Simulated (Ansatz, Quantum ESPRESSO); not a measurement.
# Li2BrCl (R-3m): zone-centre phonons

Which modes does Li2BrCl (R-3m) have at the zone centre?

Calculated with Quantum ESPRESSO 7.5; DFT PBE, scalar-relativistic, plane waves, GBRV ultrasoft pseudopotentials.

The structure was built from a prototype and need not be the compound's stable phase.

## 1. The starting structure

It takes space group R-3m (No. 166, trigonal). The conventional cell has a = 3.763 Å, b = 3.763 Å, c = 18.436 Å, α = 90.00°, β = 90.00°, γ = 120.00°. Nearest to Li lie 3 Br at 2.66 Å and 3 Cl at 2.66 Å. Cl has 6 Li at 2.66 Å nearest. Br has 6 Li at 2.66 Å nearest. Farther neighbours and most contacts between anions are not listed.

As a file:

```cif
data_structure
_symmetry_space_group_name_H-M 'R-3m:H'
_symmetry_Int_Tables_number 166
_cell_length_a 3.7632
_cell_length_b 3.7632
_cell_length_c 18.4356
_cell_angle_alpha 90.000
_cell_angle_beta 90.000
_cell_angle_gamma 120.000
_cell_volume 226.10
loop_
_atom_site_label
_atom_site_type_symbol
_atom_site_symmetry_multiplicity
_atom_site_Wyckoff_symbol
_atom_site_fract_x
_atom_site_fract_y
_atom_site_fract_z
_atom_site_occupancy
Li1 Li 6 c 0.00000 0.00000 0.75000 1
Cl1 Cl 3 a 0.00000 0.00000 0.00000 1
Br1 Br 3 b 0.66667 0.33333 0.83333 1
```

## 2. A first look

Before anything dear is run, a loose run with smearing shows whether this is a metal and how far the cell is from rest.

File probe.in:

```
&control
   calculation = 'scf'
   prefix = 'x'
   outdir = './tmp'
   pseudo_dir = './pseudo'
   tprnfor = .true.
   tstress = .true.
   verbosity = 'high'
/
&system
   ibrav = 0
   nat = 4
   ntyp = 3
   ecutwfc = 45.0
   ecutrho = 270.0
   occupations = 'smearing'
   smearing = 'gaussian'
   degauss = 0.01
/
&electrons
   conv_thr = 1.0d-07
   mixing_beta = 0.7
   electron_maxstep = 100
/
ATOMIC_SPECIES
 Li      6.9400  Li.upf
 Cl     35.4500  Cl.upf
 Br     79.9040  Br.upf
CELL_PARAMETERS angstrom
     1.881580130    1.086330800    6.145214980
    -1.881580130    1.086330800    6.145214980
     0.000000000   -2.172661590    6.145214980
ATOMIC_POSITIONS crystal
 Li     0.750000000   0.750000000   0.750000000
 Li     0.250000000   0.250000000   0.250000000
 Cl     0.000000000   0.000000000   0.000000000
 Br     0.500000000   0.500000000   0.500000000
K_POINTS automatic
 6 6 6 0 0 0
```

The run is started by

```console
$ OMP_NUM_THREADS=1 mpirun -n 4 pw.x -nk 4 -in probe.in > probe.out
```

The log of the run:

```text
[banners, grids, parts of the stress and lines that vanish by symmetry left out]
Program PWSCF v.7.5
     Message from routine setup:
     using ibrav=0 with symmetry is DISCOURAGED, use correct ibrav instead
[...]
kinetic-energy cutoff     =      45.0000  Ry
     charge density cutoff     =     270.0000  Ry
     scf convergence threshold =      1.0E-07
[...]
Exchange-correlation=  SLA  PW   PBX  PBC
                           (   1   4   3   4   0   0   0)
[...]
12 Sym. Ops., with inversion, found
[...]
(     0          1          0      )
                  (     0          0          1      )
[...]
( -0.0000000  1.0000000 -0.0000000 )
                  (  0.0000000 -0.0000000  1.0000000 )
[...]
(    -1          0          0      )
                  (     0          0         -1      )
[...]
(     1          0          0      )
[...]
( -0.8660254 -0.5000000  0.0000000 )
                  ( -0.0000000  0.0000000  1.0000000 )
[...]
number of k points=    32  Gaussian smearing, width (Ry)=  0.0100
[...]
End of self-consistent calculation
[...]
the Fermi energy is     6.1209 ev
!    total energy              =    -109.57325288 Ry
[...]
convergence has been achieved in   6 iterations
[...]
atom    1 type  1   force =     0.00000000    0.00000000   -0.01092733
     atom    2 type  1   force =    -0.00000000   -0.00000000    0.01092733
     atom    3 type  2   force =     0.00000000    0.00000000   -0.00000000
     atom    4 type  3   force =    -0.00000000    0.00000000   -0.00000000
[...]
Total force =     0.015454     Total SCF correction =     0.000004
[...]
total   stress  (Ry/bohr**3)                   (kbar)     P=        3.59
[...]
XML data file, charge density, pseudopotentials, collected wavefunctions

   JOB DONE.
```

Elapsed: 14 s, on 4 MPI ranks of Arm Neoverse V2, shared host.

This step gave:

- volume per atom: 18.84 Å³
- pressure: 0.3590 GPa
- gap on the k-mesh: 5.383 eV

A gap of 5.4 eV opens on this mesh, so the crystal is taken as an insulator; the start stands at 0.36 GPa.

## 3. Relaxing the cell and atoms

The harmonic expansion starts where the forces on the atoms vanish, and stress shifts the frequencies, so cell and atoms are relaxed with tight thresholds.

relax.in, as its differences from probe.in of step 2:

```diff
@@ -1,3 +1,3 @@
 &control
-   calculation = 'scf'
+   calculation = 'vc-relax'
    prefix = 'x'
@@ -7,3 +7,5 @@
    tstress = .true.
-   verbosity = 'high'
+   forc_conv_thr = 2.0d-05
+   etot_conv_thr = 1.0d-07
+   nstep = 40
 /
@@ -15,10 +17,14 @@
    ecutrho = 270.0
-   occupations = 'smearing'
-   smearing = 'gaussian'
-   degauss = 0.01
+   occupations = 'fixed'
+   nbnd = 12
 /
 &electrons
-   conv_thr = 1.0d-07
+   conv_thr = 1.0d-11
    mixing_beta = 0.7
    electron_maxstep = 100
+/
+&ions
+/
+&cell
+   press_conv_thr = 0.2
 /
```

The run is started by

```console
$ OMP_NUM_THREADS=1 mpirun -n 4 pw.x -nk 4 -in relax.in > relax.out
```

The log of the run:

```text
[banners, grids, parts of the stress and lines that vanish by symmetry left out]
[banner, memory and clock lines left out]
Program PWSCF v.7.5

[...]
kinetic-energy cutoff     =      45.0000  Ry
     charge density cutoff     =     270.0000  Ry
     scf convergence threshold =      1.0E-11
[...]
energy convergence thresh.=      1.0E-07
     force convergence thresh. =      2.0E-05
     press convergence thresh. =      2.0E-01
     Exchange-correlation=  SLA  PW   PBX  PBC
                           (   1   4   3   4   0   0   0)
[...]
12 Sym. Ops., with inversion, found
[...]
number of k points=    32
[...]
End of self-consistent calculation
[...]
highest occupied, lowest unoccupied level (ev):     2.0199    7.4026
!    total energy              =    -109.57325290 Ry
[...]
convergence has been achieved in  10 iterations
[...]
atom    1 type  1   force =     0.00000000   -0.00000000   -0.01093053
     atom    2 type  1   force =    -0.00000000    0.00000000    0.01093053
     atom    3 type  2   force =    -0.00000000   -0.00000000    0.00000000
     atom    4 type  3   force =     0.00000000   -0.00000000    0.00000000
     Total force =     0.015458     Total SCF correction =     0.000000
[...]
total   stress  (Ry/bohr**3)                   (kbar)     P=        3.64
[...]
number of bfgs steps    =   0
[...]
CELL_PARAMETERS (angstrom)
[...]
ATOMIC_POSITIONS (crystal)
Li               0.7496862497        0.7496862497        0.7496862497
Li               0.2503137503        0.2503137503        0.2503137503
Cl              -0.0000000000        0.0000000000        0.0000000000
Br               0.5000000000        0.5000000000        0.5000000000
[...]
New effective cutoffs (rho, wfc):  269.47   44.94
[...]
End of self-consistent calculation
[...]
highest occupied, lowest unoccupied level (ev):     2.0221    7.3746
!    total energy              =    -109.57350514 Ry
[...]
convergence has been achieved in   5 iterations
[...]
atom    1 type  1   force =    -0.00000000   -0.00000000   -0.01010301
     atom    2 type  1   force =     0.00000000    0.00000000    0.01010301
     atom    3 type  2   force =    -0.00000000   -0.00000000    0.00000000
     atom    4 type  3   force =     0.00000000   -0.00000000   -0.00000000
     Total force =     0.014288     Total SCF correction =     0.000000
[...]
total   stress  (Ry/bohr**3)                   (kbar)     P=        2.95
[...]
number of bfgs steps    =   1
[...]
WARNING: bfgs curvature condition failed, Theta= 0.875
[...]
CELL_PARAMETERS (angstrom)
[...]
ATOMIC_POSITIONS (crystal)
[...]
New effective cutoffs (rho, wfc):  269.23   44.91
[...]
End of self-consistent calculation
[...]
highest occupied, lowest unoccupied level (ev):     2.0266    7.3461
!    total energy              =    -109.57375508 Ry
[...]
convergence has been achieved in   5 iterations
[...]
atom    1 type  1   force =     0.00000000   -0.00000000   -0.00920412
     atom    2 type  1   force =     0.00000000    0.00000000    0.00920412
     atom    3 type  2   force =    -0.00000000   -0.00000000    0.00000000
     atom    4 type  3   force =     0.00000000    0.00000000    0.00000000
     Total force =     0.013017     Total SCF correction =     0.000000
[...]
number of bfgs steps    =   7
[...]
highest occupied, lowest unoccupied level (ev):     2.1857    7.1809
!    total energy              =    -109.57495379 Ry
[...]
convergence has been achieved in   7 iterations
[...]
Total force =     0.000026     Total SCF correction =     0.000000
[...]
total   stress  (Ry/bohr**3)                   (kbar)     P=       -1.12
[...]
number of bfgs steps    =   8
[...]
highest occupied, lowest unoccupied level (ev):     2.2247    7.2302
!    total energy              =    -109.57496199 Ry
[...]
convergence has been achieved in   8 iterations
[...]
Total force =     0.000093     Total SCF correction =     0.000000
[...]
total   stress  (Ry/bohr**3)                   (kbar)     P=       -0.03
[...]
number of bfgs steps    =   9
[...]
New effective cutoffs (rho, wfc):  268.87   44.85
[...]
highest occupied, lowest unoccupied level (ev):     2.2251    7.2327
!    total energy              =    -109.57496209 Ry
[...]
convergence has been achieved in   4 iterations
[...]
Total force =     0.000024     Total SCF correction =     0.000000
[...]
total   stress  (Ry/bohr**3)                   (kbar)     P=        0.02
[...]
number of bfgs steps    =  10
[...]
CELL_PARAMETERS (angstrom)
[...]
ATOMIC_POSITIONS (crystal)
[...]
New effective cutoffs (rho, wfc):  268.86   44.85
[...]
End of self-consistent calculation
[...]
highest occupied, lowest unoccupied level (ev):     2.2249    7.2334
!    total energy              =    -109.57496214 Ry
[...]
convergence has been achieved in   5 iterations
[...]
atom    1 type  1   force =     0.00000000   -0.00000000   -0.00001386
     atom    2 type  1   force =     0.00000000    0.00000000    0.00001386
     atom    3 type  2   force =     0.00000000    0.00000000    0.00000000
     atom    4 type  3   force =     0.00000000   -0.00000000   -0.00000000
     Total force =     0.000020     Total SCF correction =     0.000000
[...]
total   stress  (Ry/bohr**3)                   (kbar)     P=        0.03
[...]
bfgs converged in  12 scf cycles and  11 bfgs steps
[...]
End of BFGS Geometry Optimization
     Final enthalpy           =    -109.5749621375 Ry
     File ./tmp/x.bfgs deleted, as requested
[...]
CELL_PARAMETERS (angstrom)
[...]
ATOMIC_POSITIONS (crystal)
[...]
Cl              -0.0000000000        0.0000000000        0.0000000000
Br               0.5000000000        0.5000000000        0.5000000000
[...]
Final scf calculation at the relaxed structure.
[...]
kinetic-energy cutoff     =      45.0000  Ry
     charge density cutoff     =     270.0000  Ry
     scf convergence threshold =      1.0E-13
[...]
press convergence thresh. =      2.0E-01
     Exchange-correlation=  SLA  PW   PBX  PBC
                           (   1   4   3   4   0   0   0)
[...]
12 Sym. Ops., with inversion, found
[...]
number of k points=    32
[...]
c_bands:  1 eigenvalues not converged
     c_bands:  2 eigenvalues not converged
     c_bands:  1 eigenvalues not converged
[...]
End of self-consistent calculation
[...]
highest occupied, lowest unoccupied level (ev):     2.2249    7.2334
!    total energy              =    -109.57496566 Ry
[...]
convergence has been achieved in  13 iterations
[...]
atom    1 type  1   force =    -0.00000000   -0.00000000   -0.00001326
     atom    2 type  1   force =     0.00000000    0.00000000    0.00001326
     atom    3 type  2   force =     0.00000000   -0.00000000   -0.00000000
     atom    4 type  3   force =    -0.00000000    0.00000000   -0.00000000
     Total force =     0.000019     Total SCF correction =     0.000000
[...]
total   stress  (Ry/bohr**3)                   (kbar)     P=        0.03
[...]
XML data file, charge density, pseudopotentials, collected wavefunctions
```

The job ended after 2.6 min (4 MPI ranks; 10 min of CPU time).

Step by step:

```
step  energy less that of the first step (eV)  largest force (eV/Å)  pressure (GPa)  volume (Å³)
   1                                   0.0000                0.2810            0.36        75.37
   2                                  -0.0034                0.2598            0.30        75.51
   3                                  -0.0068                0.2366            0.23        75.65
   4                                  -0.0112                0.2024            0.14        75.83
   5                                  -0.0165                0.1519            0.02        76.07
   6                                  -0.0213                0.0774           -0.12        76.36
   7                                  -0.0228                0.0102           -0.21        76.54
   8                                  -0.0229                0.0053           -0.18        76.47
   9                                  -0.0231                0.0005           -0.11        76.27
  10                                  -0.0233                0.0017            0.00        75.97
  11                                  -0.0233                0.0004            0.00        75.96
  12                                  -0.0233                0.0004            0.00        75.96
  13                                  -0.0233                0.0003            0.00        75.96
```

| conventional cell, symmetrised | before | after | change |
| --- | --- | --- | --- |
| a (Å) | 3.763 | 3.775 | +0.3 % |
| b (Å) | 3.763 | 3.775 | +0.3 % |
| c (Å) | 18.436 | 18.461 | +0.1 % |
| volume (Å³/atom) | 18.84 | 18.99 | +0.8 % |

The atoms that moved most (Å, as changes of fractional coordinates times the final cell):

```
atom     dx     dy      dz  length
 Li2  0.000  0.000   0.081   0.081
 Li1  0.000  0.000  -0.081   0.081
```

The last row of the table of steps is pw.x's closing run on a basis chosen anew for the final cell, so its energy can jump.

Numbers from this step:

| Item | Value |
| --- | --- |
| volume per atom | 18.99 Å³ |
| pressure | 0.002333 GPa |
| gap on the k-mesh | 5.008 eV |

The volume changes by +0.8 % from the cell with which this run began.

## 4. Ground state

Perturbation theory inherits every error of the wavefunctions, so the threshold is set near the limit of the arithmetic. With a gap, occupations are fixed, which also allows the response to an electric field.

File scf.in:

```
&control
   calculation = 'scf'
   prefix = 'x'
   outdir = './tmp'
   pseudo_dir = './pseudo'
   tprnfor = .true.
   tstress = .true.
/
&system
   ibrav = 0
   nat = 4
   ntyp = 3
   ecutwfc = 45.0
   ecutrho = 270.0
   occupations = 'fixed'
   nbnd = 12
/
&electrons
   conv_thr = 1.0d-12
   mixing_beta = 0.7
   electron_maxstep = 100
/
ATOMIC_SPECIES
 Li      6.9400  Li.upf
 Cl     35.4500  Cl.upf
 Br     79.9040  Br.upf
CELL_PARAMETERS angstrom
     1.887606980    1.089810399    6.153825864
    -1.887606980    1.089810399    6.153825864
     0.000000000   -2.179620794    6.153825865
ATOMIC_POSITIONS crystal
 Li     0.745625460   0.745625460   0.745625460
 Li     0.254374540   0.254374540   0.254374540
 Cl     0.000000000   0.000000000   0.000000000
 Br     0.500000000   0.500000000   0.500000000
K_POINTS automatic
 6 6 6 0 0 0
```

The run is started by

```console
$ OMP_NUM_THREADS=1 mpirun -n 4 pw.x -nk 4 -in scf.in > scf.out
```

The log of the run:

```text
[banners, grids, parts of the stress and lines that vanish by symmetry left out]
[banner, memory and clock lines left out]
Program PWSCF v.7.5

[...]
kinetic-energy cutoff     =      45.0000  Ry
     charge density cutoff     =     270.0000  Ry
     scf convergence threshold =      1.0E-12
[...]
Exchange-correlation=  SLA  PW   PBX  PBC
                           (   1   4   3   4   0   0   0)
[...]
12 Sym. Ops., with inversion, found
[...]
number of k points=    32
[...]
End of self-consistent calculation
[...]
highest occupied, lowest unoccupied level (ev):     2.2249    7.2334
!    total energy              =    -109.57496566 Ry
[...]
convergence has been achieved in  10 iterations
[...]
atom    1 type  1   force =     0.00000000   -0.00000000   -0.00001319
     atom    2 type  1   force =    -0.00000000    0.00000000    0.00001319
     atom    3 type  2   force =    -0.00000000   -0.00000000    0.00000000
     atom    4 type  3   force =     0.00000000   -0.00000000   -0.00000000
     Total force =     0.000019     Total SCF correction =     0.000000
[...]
total   stress  (Ry/bohr**3)                   (kbar)     P=        0.02
[...]
XML data file, charge density, pseudopotentials, collected wavefunctions
```

Elapsed: 19 s, on 4 MPI ranks.

The cell stands at 0.0023 GPa, close enough for phonons.

(Part 1 of 4 ends here.)

[Host names and launcher messages were left out of these logs when they were recorded.]

[Logs are printed without paths, hosts, clocks, repeated set-up lines and the standing remarks that a program may print on its own settings, such as how far it seeks lower states.]

[Hosts, paths, dates, database ids (printed as entryN), source tags and the programs' standing remarks are cut or masked in the printed files.]
